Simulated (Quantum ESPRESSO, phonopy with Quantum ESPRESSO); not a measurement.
**PbF2 (Fluorocronite): the LO frequency by hand**

Wanted: the LO mode of PbF2 (Fluorocronite) from the TO mode and the field response.

Program: Quantum ESPRESSO 7.5. Level of theory: DFT LDA, scalar-relativistic, plane waves, PseudoDojo norm-conserving pseudopotentials. Results are calculated unless marked as measured.

The database entry behind the starting cell differs from later determinations by our own check (0.1 to 0.3 % short, probably kX units), so it need not match the best structure at ambient conditions.

## Step 1: The relaxed structure

Symmetry: Fm-3m, No. 225, cubic system. Conventional cell: a = 5.811 Å, b = 5.811 Å, c = 5.811 Å, α = 90.00°, β = 90.00°, γ = 90.00°. Nearest to Pb lie 8 F at 2.52 Å. Nearest to F lie 4 Pb at 2.52 Å. Farther neighbours and most contacts between anions are not listed.

Coordinates:

```
Pb F
1.0
    -2.90553    0.00000    2.90553
     0.00000    2.90553    2.90553
    -2.90553    2.90553    0.00000
Pb F
1 2
Direct
  0.00000 0.00000 0.00000
  0.75000 0.75000 0.75000
  0.25000 0.25000 0.25000
```

This is the cell after its relaxation at this level of theory, not the database cell from which that began.

## Step 2: What the response run gave

A linear-response run on the relaxed cell, with the response to an electric field; only its zone-centre results are used. Cutoff 84 Ry, k mesh 6×6×6.

Output:

```text
[banners, grids, parts of the stress and lines that vanish by symmetry left out]
Program PHONON v.7.5
     Reading xml data from directory:

[...]
Exchange-correlation= PW
                           (   1   4   0   0   0   0   0)
[...]
(   3 q-points):
[...]
kinetic-energy cut-off    =      84.0000  Ry
     charge density cut-off    =     336.0000  Ry
     convergence threshold     =      1.0E-18
[...]
Exchange-correlation= PW
                           (   1   4   0   0   0   0   0)
[...]
q = (   0.0000000   0.0000000   0.0000000 )
     49 Sym.Ops. (with q -> -q+G )
     G cutoff = 1026.3313  (  34333 G-vectors)     FFT grid: ( 45, 45, 45)
     number of k points=    16
[...]
Mode symmetry, O_h (m-3m)  point group:
[...]
Dielectric constant
[...]
End of electric fields calculation
          Dielectric constant in cartesian axis
          (       3.444114306       0.000000000       0.000000000 )
          (       0.000000000       3.444114306      -0.000000000 )
          (      -0.000000000      -0.000000000       3.444114306 )
          Effective charges (d Force / dE) in cartesian axis without acoustic sum rule applied (asr)
           atom    1  Pb    Mean Z*:        3.22691
      Ex  (        3.22691       -0.00000        0.00000 )
      Ey  (       -0.00000        3.22691       -0.00000 )
      Ez  (        0.00000       -0.00000        3.22691 )
           atom    2  F     Mean Z*:       -1.61295
      Ex  (       -1.61295       -0.00000        0.00000 )
      Ey  (        0.00000       -1.61295       -0.00000 )
      Ez  (        0.00000       -0.00000       -1.61295 )
           atom    3  F     Mean Z*:       -1.61295
      Ex  (       -1.61295        0.00000        0.00000 )
      Ey  (        0.00000       -1.61295        0.00000 )
      Ez  (       -0.00000        0.00000       -1.61295 )
          Effective charges Sum: Mean:        0.00100
[...]
Effective charges (d Force / dE) in cartesian axis with asr applied:
           atom    1  Pb    Mean Z*:        3.22658
[...]
atom    2  F     Mean Z*:       -1.61329
[...]
atom    3  F     Mean Z*:       -1.61329
[...]
Representation #   1 modes #   1   2   3
[...]
End of self-consistent calculation
     Convergence has been achieved
     Representation #   2 modes #   4   5   6
[...]
End of self-consistent calculation
     Convergence has been achieved
     Representation #   3 modes #   7   8   9
[...]
End of self-consistent calculation
     Convergence has been achieved
[...]
Mode symmetry, D_3d (-3m)  point group:
[...]
Representation #   1 mode #   1
[...]
End of self-consistent calculation
     Convergence has been achieved
     Representation #   2 modes #   2   3
[...]
Convergence has been achieved
     Representation #   3 mode #   4
[...]
Convergence has been achieved
     Representation #   4 mode #   5
[...]
Convergence has been achieved
     Representation #   5 modes #   6   7
[...]
Convergence has been achieved
     Representation #   6 modes #   8   9
[...]
Convergence has been achieved
[...]
q = (    0.500000000  -0.500000000   0.500000000 )
[...]
freq (    1) =       1.529528 [THz] =      51.019546 [cm-1]
     freq (    2) =       1.529528 [THz] =      51.019546 [cm-1]
     freq (    3) =       3.552437 [THz] =     118.496534 [cm-1]
     freq (    4) =       4.214173 [THz] =     140.569688 [cm-1]
     freq (    5) =       4.214173 [THz] =     140.569688 [cm-1]
[...]
Mode symmetry, D_3d (-3m)  point group:
     freq (   1-   2) =         51.0  [cm-1]   --> E_u  L_3'
     freq (   3-   3) =        118.5  [cm-1]   --> A_2u L_2'
     freq (   4-   5) =        140.6  [cm-1]   --> E_u  L_3'
     freq (   6-   6) =        174.0  [cm-1]   --> A_2u L_2'
     freq (   7-   8) =        235.5  [cm-1]   --> E_g  L_3
     freq (   9-   9) =        306.5  [cm-1]   --> A_1g L_1
[...]
Mode symmetry, D_4h(4/mmm) point group:
[...]
Representation #   1 mode #   1
[...]
Convergence has been achieved
     Representation #   2 modes #   2   3
[...]
Convergence has been achieved
     Representation #   3 mode #   4
[...]
Convergence has been achieved
     Representation #   4 mode #   5
[...]
Convergence has been achieved
     Representation #   5 modes #   6   7
[...]
End of self-consistent calculation
     Convergence has been achieved
     Representation #   6 modes #   8   9
[...]
End of self-consistent calculation
     Convergence has been achieved
[...]
q = (    0.000000000  -1.000000000   0.000000000 )
[...]
freq (    2) =       1.976466 [THz] =      65.927810 [cm-1]
     freq (    3) =       4.079738 [THz] =     136.085404 [cm-1]
     freq (    4) =       4.123965 [THz] =     137.560656 [cm-1]
     freq (    5) =       4.878990 [THz] =     162.745585 [cm-1]
     freq (    6) =       4.878990 [THz] =     162.745585 [cm-1]
     freq (    7) =       5.370660 [THz] =     179.145928 [cm-1]
     freq (    8) =       5.370660 [THz] =     179.145928 [cm-1]
     freq (    9) =      10.129582 [THz] =     337.886483 [cm-1]
[...]
Mode symmetry, D_4h(4/mmm) point group:
     freq (   1-   2) =         65.9  [cm-1]   --> E_u  X_5' M_5'
     freq (   3-   3) =        136.1  [cm-1]   --> A_2u X_4' M_4'
     freq (   4-   4) =        137.6  [cm-1]   --> B_1u X_2' M_2'
     freq (   5-   6) =        162.7  [cm-1]   --> E_u  X_5' M_5'
     freq (   7-   8) =        179.1  [cm-1]   --> E_g  X_5  M_5
     freq (   9-   9) =        337.9  [cm-1]   --> A_1g X_1  M_1

   JOB DONE.
```

| quantity | value |
| --- | --- |
| cell volume Ω (Å³) | 49.058 |
| mass of Pb (u) | 207.200 |
| mass of F (u) | 18.998 |
| Born charge of Pb, raw (e) | 3.227 |
| Born charge of F, raw (e) | -1.613 |
| ε∞ | 3.444 |
| ω(TO) after the sum rule (cm⁻¹) | 131.3 |

## Step 3: The calculation

The charges must sum to zero over the cell; taking off their mean, 0.000 e, leaves Z* = 3.227 e on Pb. In the polar mode Pb moves against the two F, so the reduced mass is μ = 207.20 × 38.00 / 245.20 = 32.109 u.

A longitudinal wave builds up a field that adds to the restoring force: ω(LO)² = ω(TO)² + 4π Z*² / (μ Ω ε∞), in Hartree atomic units. With μ = 58530 electron masses and Ω = 331.06 bohr³ the second term is 1.9604e-06 Ha², or 94430 cm⁻² (1 Ha = 219474.6 cm⁻¹).

So ω(LO) = √(17234 + 94430) = 334.2 cm⁻¹, and by the Lyddane-Sachs-Teller relation ε₀ = ε∞ (ω(LO)/ω(TO))² = 22.31.

## Step 4: Check against the program

The analysis program adds the same non-analytic term to the full matrix, here for q along (1 0 0).

Output:

```text
[banners, grids, parts of the stress and lines that vanish by symmetry left out]
[banner, memory and clock lines left out]
Program DYNMAT v.7.5

     Reading Dynamical Matrix from file x.dyn1
     ...Force constants read
     ...epsilon and Z* read

     Polarizability (A^3 units)
     multiply by 0.551054 for Clausius-Mossotti correction
         9.541510    0.000000   -0.000000
         0.000000    9.541510   -0.000000
         0.000000   -0.000000    9.541510

     IR activities are in (D/A)^2/amu units

# mode   [cm-1]    [THz]      IR
    1     -0.00   -0.0000    0.0000
    2      0.00    0.0000    0.0000
[...]
8    261.80    7.8487    0.0000
    9    334.16   10.0179    7.4805

[end of the log left out, with the tail of the file of modes that dynmat.x writes under the same name]
```

ε₀ comes from the program's run without a direction of q.

| quantity | by hand | program |
| --- | --- | --- |
| ω(LO) (cm⁻¹) | 334.2 | 334.2 |
| ε₀ | 22.31 | 22.31 |

## Step 5: Results

```yaml
to_mode: 131.3 cm⁻¹
lo_mode: 334.2 cm⁻¹
static_dielectric_constant: 22.31
```

**Reading.** The LO mode of PbF2 (Fluorocronite) lies at 334 cm⁻¹, 203 cm⁻¹ above the TO mode; the formula meets the program within 0.1 cm⁻¹, as it must for a cubic crystal with one polar mode. ω(LO)² − ω(TO)² goes with Z*²/ε∞: an error of 5 % in ε∞ would move the LO mode by 6.8 cm⁻¹, and semilocal functionals tend to overestimate ε∞. These are harmonic values at zero temperature, at the volume of this functional, for the structure held cubic; stability elsewhere in the zone is no part of this calculation.

[Host names and launcher messages were left out of these logs when they were recorded.]

[Logs are printed without paths, hosts, clocks, repeated set-up lines and the standing remarks that a program may print on its own settings, such as how far it seeks lower states.]

[Hosts, paths, dates, database ids (printed as entryN), source tags and the programs' standing remarks are cut or masked in the printed files.]
